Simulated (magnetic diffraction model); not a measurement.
**CeTiAl below its ordering temperature**

Space group P2_1/m (no. 11), a = 7.2810 Å, b = 4.6240 Å, c = 7.5500 Å, β = 90.46°.

| site | atom | x | y | z |
| --- | --- | --- | --- | --- |
| 2e | Ce | 0.5289 | 1/4 | 0.6890 |
| 2e | Ce | 0.9765 | 3/4 | 0.1971 |
| 2e | Ti | 0.6800 | 1/4 | 0.0867 |
| 2e | Ti | 0.8266 | 3/4 | 0.5908 |
| 2e | Al | 0.2929 | 1/4 | 0.0833 |
| 2e | Al | 0.2061 | 3/4 | 0.5811 |

The compound is invented for this exercise: a known structure type with other elements, its cell scaled to their sizes and not relaxed.

Only Ce is taken to order (form factors of Ce3+); orders and moment sizes are assumed, and not adapted to the symmetry. Radiation: neutrons of λ = 2.0775 Å, 8° to 50°; isotropic B of 0.2 Å² (Ce), 0.27 Å² (Ti) and 0.31 Å² (Al). The intensities are simulated: I ∝ L Σ (|F_N|² + |F_M⊥|²) for unpolarised neutrons, with F_M = 2.695 fm/μB × Σ f(s) S exp(2πi Q·r) exp(−B s²) at Q = H ± k (one set where k and −k are equivalent), only the part normal to Q counting and L = 1/(sin²θ cos θ). For collinear order S is the moment m, which repeats by lattice and centring translations R with the sign exp(−2πi k·R). Form factors are spin-only for 3d ions and dipole or tabulated for f ions, scattering lengths are Sears's of 1992, and absorption is left out. A label names one of the reflections at its angle. The strongest nuclear line in the range is 100, and lines under 0.2 are left out.

Above the ordering temperature:

```tsv
2θ (°)	index	I
22.77	(1 0 -1)	16.2
22.96	(1 0 1)	13.9
30.55	(0 1 1)	79.9
31.95	(0 0 2)	19.6
33.16	(2 0 0)	21.8
34.80	(1 1 -1)	100.0
34.93	(1 1 1)	92.3
35.99	(1 0 -2)	33.1
36.24	(1 0 2)	36.7
36.82	(2 0 -1)	18.6
37.06	(2 0 1)	18.7
42.59	(2 1 0)	17.4
44.91	(1 1 -2)	12.7
45.12	(1 1 2)	11.1
45.60	(2 1 -1)	38.0
45.80	(2 1 1)	38.2
46.51	(2 0 -2)	12.2
46.91	(2 0 2)	15.7
```

Below it (cell unchanged):

```tsv
2θ (°)	I
11.33	0.4
22.77	16.2
22.96	13.9
25.16	1.1
25.92	12.6
28.41	12.5
30.55	79.9
31.95	19.6
33.16	21.8
34.45	1.0
34.80	100.0
34.93	92.3
35.99	33.1
36.24	36.7
36.56	12.9
36.82	18.6
37.02	0.9
37.06	18.7
37.10	4.5
41.20	2.5
42.53	0.3
42.59	17.4
42.67	1.4
43.64	13.7
44.91	12.7
45.12	11.1
45.60	38.0
45.80	38.2
46.51	12.2
46.91	15.7
47.61	5.4
```

**Question.** Find the propagation vector, then choose among these models:
A. collinear moments along [110], 1.2 μB on Ce; signs + at (0.5289, 1/4, 0.6890), + at (0.4711, 3/4, 0.3110), + at (0.9765, 3/4, 0.1971), + at (0.0235, 1/4, 0.8029)
B. collinear moments along [101], 1.2 μB on Ce; signs + at (0.5289, 1/4, 0.6890), + at (0.4711, 3/4, 0.3110), + at (0.9765, 3/4, 0.1971), + at (0.0235, 1/4, 0.8029)
C. collinear moments along [110], 1.2 μB on Ce; signs + at (0.5289, 1/4, 0.6890), − at (0.4711, 3/4, 0.3110), + at (0.9765, 3/4, 0.1971), − at (0.0235, 1/4, 0.8029)
D. collinear moments along [101], 1.2 μB on Ce; signs + at (0.5289, 1/4, 0.6890), − at (0.4711, 3/4, 0.3110), + at (0.9765, 3/4, 0.1971), − at (0.0235, 1/4, 0.8029)

The new lines index as (1/2 0 -1/2) at 11.33°, (1/2 0 -3/2) at 25.16°, (3/2 0 -1/2) at 25.92° and (1/2 1 -1/2) at 28.41°, that is as H ± k with k = (1/2 0 1/2). Half indices mean that the moments reverse under translations with k·R a half-integer, and the magnetic cell has twice the primitive volume.

Magnetic intensity, observed (below minus above) and for each model:

| 2θ (°) | index | observed | A | B | C | D |
| --- | --- | --- | --- | --- | --- | --- |
| 11.42 | (1/2 0 1/2) | <0.2 | 54.5 | <0.2 | 27.2 | <0.2 |
| 25.16 | (1/2 0 -3/2) | 1.1 | 1.3 | 1.1 | 22.0 | 18.9 |
| 25.92 | (3/2 0 -1/2) | 12.6 | 5.5 | 12.6 | 2.4 | 5.5 |
| 28.41 | (1/2 1 -1/2) | 12.5 | 8.7 | 12.5 | 18.8 | 26.9 |
| 36.56 | (1/2 1 3/2) | 12.9 | 17.6 | 12.9 | 1.2 | 0.9 |
| 41.20 | (1/2 0 5/2) | 2.5 | 8.5 | 2.5 | <0.2 | <0.2 |
| 43.64 | (3/2 1 -3/2) | 13.7 | 9.0 | 13.7 | 0.5 | 0.7 |
| 49.23 | (1/2 1 -5/2) | <0.2 | <0.2 | <0.2 | 10.3 | 8.9 |

Model B matches.

The absence at (1/2 0 1/2) is telling: Q lies nearly along the moments there, so the part normal to Q vanishes.

The structure used: k = (1/2 0 1/2), collinear moments along [101], 1.2 μB on Ce; signs + at (0.5289, 1/4, 0.6890), + at (0.4711, 3/4, 0.3110), + at (0.9765, 3/4, 0.1971), + at (0.0235, 1/4, 0.8029).

[Logs are printed without paths, hosts, clocks, repeated set-up lines and the standing remarks that a program may print on its own settings, such as how far it seeks lower states.]
